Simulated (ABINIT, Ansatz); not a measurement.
## GePbS3 (Pm-3m): zone-centre phonons

Which modes does GePbS3 (Pm-3m) have at the zone centre?

Method: DFT LDA, scalar-relativistic, plane waves, HGH norm-conserving pseudopotentials, in ABINIT 10.8.3.

This is a report of a sequence of runs, with most program output left out.

The structure was built from a prototype and need not be the compound's stable phase.

**1. The structure**

The structure is cubic, space group Pm-3m (No. 221). The conventional cell has a = 4.645 Å, b = 4.645 Å, c = 4.645 Å, α = 90.00°, β = 90.00°, γ = 90.00°. Nearest to Pb lie 12 S at 3.28 Å. Nearest to Ge lie 6 S at 2.32 Å. Nearest to S lie 2 Ge at 2.32 Å and 4 Pb at 3.28 Å. Farther neighbours and most contacts between anions are not listed.

**2. A first look**

A first run with smearing and empty bands tells whether the crystal has a gap, which decides between fixed occupations and smearing later on.

File probe.abi:

```
# ground state
tolvrs 1.0d-08
prtden 1
prtwf 1

# basis, mesh and filling
ecut 24.0
ixc 7
ngkpt 4 4 4
nshiftk 1
shiftk 0.0 0.0 0.0
istwfk *1
occopt 7
tsmear 0.005
nband 20
nstep 100
diemac 9.0
prtebands 0
prtgsr 0

# cell and atoms
acell 3*1.0 Angstrom
rprim 
    4.6452 0.0 0.0
    0.0 4.6452 0.0
    0.0 0.0 4.6452
ntypat 3
znucl 82 32 16
natom 5
typat 1 2 3 3 3
xred 
    0.0 0.0 0.0
    0.5 0.5 0.5
    0.5 0.5 0.0
    0.5 0.0 0.5
    0.0 0.5 0.5
pp_dirpath "./pseudo"
pseudos "Pb.hgh, Ge.hgh, S.hgh"
```

Run with:

```console
$ OMP_NUM_THREADS=1 mpirun -n 4 abinit probe.abi > probe.log
```

It took 7 s on 4 MPI ranks of Arm Neoverse V1, shared host; 27 s of CPU time.

Read from the output:

```yaml
volume_per_atom: 20.05 Å³
pressure: -0.1712 GPa
gap_on_the_k_mesh: 0 eV
```

No gap opens on this mesh, so smearing is kept; the printed pressure holds the stress of the finite basis too.

**3. Rough relaxation**

The typed start is rough, so a first relaxation with smearing and loose thresholds takes it towards rest cheaply.

File prerelax.abi:

```
# relaxation
ionmov 2
optcell 2
dilatmx 1.15
chkdilatmx 0
ntime 40
tolmxf 3.0d-04
tolvrs 1.0d-10
prtwf 0
prtden 0
chksymtnons 0

# basis, mesh and filling
ecut 25.0
ecutsm 3.0
ixc 7
ngkpt 4 4 4
nshiftk 1
shiftk 0.0 0.0 0.0
istwfk *1
occopt 7
tsmear 0.005
nband 20
nstep 100
diemac 1000000.0
prtebands 0
prtgsr 0

# cell and atoms
acell 3*1.0 Angstrom
rprim 
    4.6452 0.0 0.0
    0.0 4.6452 0.0
    0.0 0.0 4.6452
ntypat 3
znucl 82 32 16
natom 5
typat 1 2 3 3 3
xred 
    0.0 0.0 0.0
    0.5 0.5 0.5
    0.5 0.5 0.0
    0.5 0.0 0.5
    0.0 0.5 0.5
pp_dirpath "./pseudo"
pseudos "Pb.hgh, Ge.hgh, S.hgh"
```

Run with:

```console
$ OMP_NUM_THREADS=1 mpirun -n 4 abinit prerelax.abi > prerelax.log
```

Wall time 27 s (4 MPI ranks).

The steps of the relaxation:

```
step  energy less that of the first step (eV)  largest force (eV/Å)  volume (Å³)
   1                                   0.0000                0.0000       100.23
   2                                  -0.0003                0.0000       100.37
   3                                  -0.0009                0.0000       100.84
```

```csv
"conventional cell, symmetrised",before,after,change
a (Å),4.645,4.654,+0.2 %
b (Å),4.645,4.654,+0.2 %
c (Å),4.645,4.654,+0.2 %
volume (Å³/atom),20.05,20.17,+0.6 %
```

Numbers from this step:

* volume per atom: 20.17 Å³
* pressure: 0.003592 GPa

The volume changes by +0.6 % in this run and stands +0.6 % from the first cell.

**4. Relaxing the cell and atoms**

The harmonic expansion needs vanishing forces, and a free crystal bears no stress, so cell and atoms are brought to rest. Stress is more sensitive to the basis than forces are: the last 3 Ha under the cutoff are smoothed with ecutsm, and the cutoff is raised above that of the later runs.

File relax.abi:

```
# relaxation
ionmov 2
optcell 2
dilatmx 1.08
ntime 40
tolmxf 1.0d-05
tolvrs 1.0d-14
prtwf 0
prtden 0
chksymtnons 0

# basis, mesh and filling
ecut 31.0
ecutsm 3.0
ixc 7
ngkpt 6 6 6
nshiftk 1
shiftk 0.0 0.0 0.0
istwfk *1
occopt 3
tsmear 0.01
nband 20
nstep 100
diemac 1000000.0
prtebands 0
prtgsr 0

# cell and atoms
acell 3*1.0 Angstrom
rprim 
    4.654488663 0.0 0.0
    0.0 4.654488663 0.0
    0.0 0.0 4.654488663
ntypat 3
znucl 82 32 16
natom 5
typat 1 2 3 3 3
xred 
    0.0 0.0 0.0
    0.5 0.5 0.5
    0.5 0.5 0.0
    0.5 0.0 0.5
    0.0 0.5 0.5
pp_dirpath "./pseudo"
pseudos "Pb.hgh, Ge.hgh, S.hgh"
```

Run with:

```console
$ OMP_NUM_THREADS=1 mpirun -n 4 abinit relax.abi > relax.log
```

Elapsed: 77 s, on 4 MPI ranks; 5.2 min of CPU time.

Step by step:

```csv
step,energy less that of the first step (eV),largest force (eV/Å),volume (Å³)
1,0.0000,0.0000,100.84
2,-0.0017,0.0000,101.14
3,-0.0042,0.0000,102.18
4,-0.0042,0.0000,102.20
```

```csv
"conventional cell, symmetrised",before,after,change
a (Å),4.654,4.675,+0.4 %
b (Å),4.654,4.675,+0.4 %
c (Å),4.654,4.675,+0.4 %
volume (Å³/atom),20.17,20.44,+1.4 %
```

Read from the output:

```yaml
volume_per_atom: 20.44 Å³
pressure: 2.12e-4 GPa
```

The volume changes by +1.4 % in this run and stands +2.0 % from the first cell.

**5. Self-consistent run for the response**

First-order wavefunctions inherit every error of the ground state, hence the very tight tolvrs. Smearing stays on, as the first look found no gap above 0.3 eV.

File gs.abi:

```
# ground state
tolvrs 1.0d-16
prtden 1
prtwf 1

# basis, mesh and filling
ecut 24.0
ixc 7
ngkpt 6 6 6
nshiftk 1
shiftk 0.0 0.0 0.0
istwfk *1
occopt 3
tsmear 0.01
nband 20
nstep 100
diemac 1000000.0
prtebands 0
prtgsr 0

# cell and atoms
acell 3*1.0 Angstrom
rprim 
    4.675358644 0.0 0.0
    0.0 4.675358644 0.0
    0.0 0.0 4.675358644
ntypat 3
znucl 82 32 16
natom 5
typat 1 2 3 3 3
xred 
    0.0 0.0 0.0
    0.5 0.5 0.5
    0.5 0.5 0.0
    0.5 0.0 0.5
    0.0 0.5 0.5
pp_dirpath "./pseudo"
pseudos "Pb.hgh, Ge.hgh, S.hgh"
```

Run with:

```console
$ OMP_NUM_THREADS=1 mpirun -n 4 abinit gs.abi > gs.log
```

The job ended after 15 s (4 MPI ranks; 61 s of CPU time).

This step gave:

* pressure: -0.5789 GPa

The cell stands at -0.58 GPa: the relaxation ran with a smoothed and higher cutoff, and the difference is a stress of the finite basis.

**6. Zone-centre response**

At q = 0 one unit cell holds all displacements. The response is solved for single atoms along the cell's directions, and symmetry skips those that follow from others. The crystal is treated as a metal, which screens a static field, so no field response is asked.

File dfpt_gamma.abi:

```

# common to the responses
getwfk_filepath "gso_WFK"
kptopt 2
nqpt 1
qpt 0.0 0.0 0.0
asr 0
chneut 0

# displacements
rfphon 1
rfatpol 1 5
rfdir 1 1 1
tolvrs 1.0d-10
prtwf 0

# basis, mesh and filling
ecut 24.0
ixc 7
ngkpt 6 6 6
nshiftk 1
shiftk 0.0 0.0 0.0
istwfk *1
occopt 3
tsmear 0.01
nband 20
nstep 100
diemac 1000000.0
prtebands 0
prtgsr 0

# cell and atoms
acell 3*1.0 Angstrom
rprim 
    4.675358644 0.0 0.0
    0.0 4.675358644 0.0
    0.0 0.0 4.675358644
ntypat 3
znucl 82 32 16
natom 5
typat 1 2 3 3 3
xred 
    0.0 0.0 0.0
    0.5 0.5 0.5
    0.5 0.5 0.0
    0.5 0.0 0.5
    0.0 0.5 0.5
pp_dirpath "./pseudo"
pseudos "Pb.hgh, Ge.hgh, S.hgh"
```

Run with:

```console
$ OMP_NUM_THREADS=1 mpirun -n 4 abinit dfpt_gamma.abi > dfpt_gamma.log
```

Run time: 2.2 min. Hardware: 4 MPI ranks; 8.9 min of CPU time.

This step gave:

```yaml
largest_acoustic_frequency_at_the_zone_centre_before_the_sum_rule: 3.44 cm⁻¹
highest_optical_zone_centre_mode_no_lo_to_term: 299.4 cm⁻¹
lowest_optical_zone_centre_mode: -134.8 cm⁻¹
```

The acoustic modes at Γ come out as far as 3.4 cm⁻¹ from zero, where they should vanish, a small numerical error. The lowest optical mode is imaginary, 135i cm⁻¹, an instability at this level and on this k mesh.

**7. Zone-centre analysis**

anaddb reads the merged derivatives and imposes the acoustic sum rule.

File anaddb.abi:

```
ddb_filepath "gamma_DDB"
output_file "anaddb.abo"
outdata_prefix "anaddb"
asr 1
chneut 1
enunit 2
eivec 1
nph1l 1
qph1l 0.0 0.0 0.0 1.0
```

File mrgddb.in:

```
gamma_DDB
merged
2
dfpt_gammao_DDB
gso_DDB
```

Run with:

```console
$ mrgddb < mrgddb.in > mrgddb.log
$ OMP_NUM_THREADS=1 anaddb anaddb.abi > anaddb.log
```

Elapsed: 0.5 s, on 1 thread.

This step gave:

```
lowest optical zone-centre mode : -134.9 cm⁻¹
```

No LO-TO term; unit eigenvectors of the mass-weighted matrix, from anaddb's displacements. The modes at Γ (shares of kinetic energy by element, %) (negative means imaginary):

```csv
mode,frequency (cm⁻¹),symmetry,Pb %,Ge %,S %
1,-135.0,T1u,12,9,78
2,-135.0,T1u,12,9,78
3,-135.0,T1u,12,9,78
4,-100.2,T2u,0,0,100
5,-100.2,T2u,0,0,100
6,-100.2,T2u,0,0,100
7,-29.2,T1u,32,60,8
8,-29.2,T1u,32,60,8
9,-29.2,T1u,32,60,8
10,0.0,acoustic,55,19,26
11,0.0,acoustic,55,19,26
12,0.0,acoustic,55,19,26
13,299.4,T1u,0,11,89
14,299.4,T1u,0,11,89
15,299.4,T1u,0,11,89
```

Displacements in mode 2 (-135.0 cm⁻¹), the largest set to 1:
```
Pb1  0.00 -0.22  0.00
Ge2  0.00 -0.33  0.00
S3   0.00  1.00  0.00
S4   0.00  0.19  0.00
S5   0.00  1.00  0.00
```

Displacements in mode 14 (299.4 cm⁻¹), the largest set to 1:
```
Pb1  0.00  0.01  0.00
Ge2  0.00  0.25  0.00
S3   0.00  0.19  0.00
S4   0.00 -1.00  0.00
S5   0.00  0.19  0.00
```

The rule moves no optical mode by more than 0.3 cm⁻¹.

**8. A second program**

The same cell goes through another code, with its own cutoff. The potentials differ.

This step: DFT LDA, scalar-relativistic, plane waves, PseudoDojo norm-conserving pseudopotentials (Ansatz 0.2.0).

File input.yaml:

```yaml
crystal:
  lattice:
    - [4.675358644, 0.0, 0.0]
    - [0.0, 4.675358644, 0.0]
    - [0.0, 0.0, 4.675358644]
  atoms:
    - { symbol: Pb, position: [0.0, 0.0, 0.0] }
    - { symbol: Ge, position: [0.5, 0.5, 0.5] }
    - { symbol: S, position: [0.5, 0.5, 0.0] }
    - { symbol: S, position: [0.5, 0.0, 0.5] }
    - { symbol: S, position: [0.0, 0.5, 0.5] }
kpoints:
  mp_grid: { grid: [6, 6, 6] }
hamiltonian:
  xc: lda
  pseudopotentials: { kind: nc, accuracy: standard }
scf:
  occupations: { method: fermi_dirac, width: 0.27211 }
output:
  eigenvalues: true
phonons:
  method: dfpt
```

Run with:

```console
$ ansatz run input.yaml --threads 4 --pin off --max-ram 8192MiB --backend cpu --events-out ev --progress --plain --runs-dir out
```

Elapsed: 80 s, on 4 threads; peak memory 2.4 GiB.

Numbers from this step:

```
sum-rule residual before enforcement             : 2.04e-4 eV/Å²
highest optical zone-centre mode (no LO-TO term) : 316.7 cm⁻¹
lowest optical zone-centre mode                  : -128.3 cm⁻¹
```

**9. Side by side: ABINIT HGH and Ansatz, PseudoDojo**

Numbers from this step:

| Item | Value |
| --- | --- |
| root-mean-square difference | 10.37 cm⁻¹ |
| largest difference | 17.26 cm⁻¹ |

Optical modes, paired by symmetry label. Frequencies side by side, by row:

| q (reciprocal lattice) | mode | ABINIT HGH (cm⁻¹) | Ansatz, PseudoDojo (cm⁻¹) |
| --- | --- | --- | --- |
| 0 0 0 | 1 | -135 | -128.3 |
| 0 0 0 | 2 | -135 | -128.3 |
| 0 0 0 | 3 | -135 | -128.3 |
| 0 0 0 | 4 | -100.2 | -96.22 |
| 0 0 0 | 5 | -100.2 | -96.22 |
| 0 0 0 | 6 | -100.2 | -96.22 |
| 0 0 0 | 7 | -29.2 | -20.74 |
| 0 0 0 | 8 | -29.2 | -20.74 |
| 0 0 0 | 9 | -29.2 | -20.74 |
| 0 0 0 | 13 | 299.4 | 316.7 |
| 0 0 0 | 14 | 299.4 | 316.7 |
| 0 0 0 | 15 | 299.4 | 316.7 |

At the zone centre the largest difference (acoustic modes at Γ apart) is 6 % of the highest mode.

**10. Outcome**

```json
{"space group after relaxation": "Pm-3m", "volume per atom": "20.4 Å³", "highest optical zone-centre mode (no LO-TO term)": "299.4 cm⁻¹", "lowest optical zone-centre mode": "-134.9 cm⁻¹", "imaginary optical modes at the zone centre (no q mesh in this session)": "yes", "largest difference from Ansatz, PseudoDojo": "17.3 cm⁻¹"}
```

At the LDA level the optical modes of GePbS3 (Pm-3m) at the zone centre run from 135i to 299 cm⁻¹, so the structure is a saddle point, with 9 modes beyond 10i cm⁻¹ there. The base run prints -0.58 GPa, mostly the error of a finite basis; the relaxation, with a smoothed and higher cutoff, had brought the cell to rest. ABINIT HGH and Ansatz, PseudoDojo differ by 10.4 cm⁻¹ in the root mean square and by 17.3 cm⁻¹ at most, 5.8 % of the highest mode compared (acoustic modes at Γ left out); the two use different potentials, and the cell was not relaxed for the second set. These are harmonic frequencies: anharmonic shifts and widths and the lattice's thermal expansion are left out. The Fermi-Dirac smearing of 0.01 Ha is an electronic temperature of 3158 K, which adds a pressure of its own and can shift the volume and soft modes. Spin-orbit coupling is left out, which can matter for the heavy elements here. The HGH files keep few electrons and have no core correction, which is cheap but rough for Ge and Pb. In a metal the frequencies hang on the k mesh and the smearing, most of all near Kohn anomalies. The structure is a hypothetical one, built on a prototype.

[Host names and launcher messages were left out of these logs when they were recorded.]

[Logs are printed without paths, hosts, clocks, repeated set-up lines and the standing remarks that a program may print on its own settings, such as how far it seeks lower states.]

[Hosts, paths, dates, database ids (printed as entryN), source tags and the programs' standing remarks are cut or masked in the printed files.]
